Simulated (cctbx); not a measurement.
# What is wrong with this refinement?

Cell a = 5.1210 Å, b = 3.0580 Å, c = 9.7940 Å, α = 90.00°, β = 90.38°, γ = 90.00°; space group Pm (no. 6).

Simulated single-crystal data (cctbx): Cu Kα, λ = 1.54184 Å, to d = 0.8 Å, 50 % of the full sphere, strongest reflection 40000 counts, noise from counting, a 2 % proportional error and a noise floor of 8 counts (s.d.); no absorption.

An anisotropic refinement with weights 1/σ² prints:

```text
Rint 0.012, 499 unique reflections to 0.80 A
cycle     R1     wR2    GooF  max shift (A)
   1  0.0303  0.0733   2.661   0.01283
   2  0.0274  0.0665   2.412   0.00004
final R1 0.0274 wR2 0.0665 GooF 2.412  parameters 78  data/parameter 6.4
atom        x        y        z      Ueq    occ   su(xyz)  su(Uiso or U11)
Cu1    0.58605  0.00000  0.96850   0.0061  1.000  0.00028  0.0007
Cu2    0.00214  0.00000  0.15809   0.0035  1.000  0.00025  0.0008
Fe1    0.02308  0.50000  0.83837   0.0046  1.000  0.00029  0.0009
Fe2    0.46510  0.50000  0.36459   0.0062  1.000  0.00033  0.0009
Fe3    0.52439  0.00000  0.63829   0.0044  1.000  0.00031  0.0008
F1     0.19056  0.50000  0.22472   0.0033  1.000  0.00127  0.0027  NPD
F2     0.20728  0.00000  0.96339   0.0069  1.000  0.00120  0.0030
F3     0.67400  0.00000  0.27402   0.0038  1.000  0.00125  0.0031  NPD
F4     0.78076  0.50000  0.02230   0.0057  1.000  0.00118  0.0027
O1     0.27889  0.00000  0.46759   0.0082  1.000  0.00161  0.0039
O2     0.29495  0.50000  0.71111   0.0094  1.000  0.00164  0.0043
O3     0.69755  0.50000  0.52950   0.0030  1.000  0.00132  0.0032  NPD
O4     0.79968  0.00000  0.78672   0.0074  1.000  0.00161  0.0037
difference map: max 3.13 min -0.53 rms 0.17
Q1    0.0689  0.5000  0.5437    1    3.34  1.91 A from O3
Q2    0.9395  0.0000  0.4513    1    1.61  1.74 A from O1
Q3    0.5300  0.5000  0.5885    1    0.98  1.04 A from O3
Q4    0.1116  0.5000  0.3790    1    0.81  1.57 A from F1
Q5    0.5407  0.0000  0.2615    1    0.62  0.69 A from F3
Q6    0.4680  0.5000  0.2612    1    0.59  1.01 A from Fe2
```

Q: Accept it or mend it, and why?

Mend it. The fault: an atom left out, Li at (0.0700, 1/2, 0.5437). Against the right model at the same level, R1 goes from 0.0114 to 0.0274 and GooF from 0.99 to 2.41, the top difference peak, 3.3 e/Å³, lies 1.91 Å from O3 and F1, F3 and O3 go non-positive-definite. Q1 is the missing atom. With scattering power missing, scale and phases suffer, so peaks may also grow on the heavy atoms.

The compound is LiFe3Cu2O4F4. The right model at the same level gives:

```text
Rint 0.012, 499 unique reflections to 0.80 A
cycle     R1     wR2    GooF  max shift (A)
   1  0.0132  0.0313   1.145   0.00700
   2  0.0114  0.0272   0.993   0.00005
final R1 0.0114 wR2 0.0272 GooF 0.993  parameters 84  data/parameter 5.9
atom        x        y        z      Ueq    occ   su(xyz)  su(Uiso or U11)
Cu1    0.58587  0.00000  0.96849   0.0060  1.000  0.00012  0.0003
Cu2    0.00170  0.00000  0.15814   0.0040  1.000  0.00011  0.0003
Fe1    0.02279  0.50000  0.83853   0.0049  1.000  0.00012  0.0004
Fe2    0.46505  0.50000  0.36450   0.0064  1.000  0.00013  0.0004
Fe3    0.52498  0.00000  0.63804   0.0048  1.000  0.00014  0.0003
F1     0.19128  0.50000  0.22422   0.0048  1.000  0.00053  0.0011
F2     0.20723  0.00000  0.96348   0.0069  1.000  0.00049  0.0012
F3     0.67586  0.00000  0.27421   0.0048  1.000  0.00052  0.0012
F4     0.77829  0.50000  0.02258   0.0071  1.000  0.00052  0.0012
O1     0.28063  0.00000  0.46796   0.0081  1.000  0.00065  0.0015
O2     0.29702  0.50000  0.71203   0.0075  1.000  0.00067  0.0017
O3     0.69787  0.50000  0.52928   0.0061  1.000  0.00059  0.0016
O4     0.80124  0.00000  0.78707   0.0051  1.000  0.00065  0.0014
Li1    0.06712  0.50000  0.54284   0.0076  1.000  0.00144  0.0039
Flack x: -0.005(2)
Hooft y: -0.004(4)  Bijvoet pairs: 175
difference map: max 0.25 min -0.30 rms 0.06
Q1    0.9269  0.0000  0.9422    1    0.25  1.45 A from F2
Q2    0.2766  0.5000  0.3171    1    0.23  1.01 A from F1
Q3    0.6672  0.0000  0.1944    1    0.23  0.78 A from F3
Q4    0.9795  0.5000  0.5929    1    0.22  0.67 A from Li1
Q5    0.3625  0.5000  0.8292    1    0.21  1.19 A from O2
Q6    0.1372  0.0000  0.6368    1    0.21  1.81 A from O1
```

The model was made for the exercise: a known structure type with other elements put in, its volume estimated, not relaxed; displacement parameters are assumed.

[Middle refinement cycles are left out of these outputs.]

[Logs are printed without paths, hosts, clocks, repeated set-up lines and the standing remarks that a program may print on its own settings, such as how far it seeks lower states.]
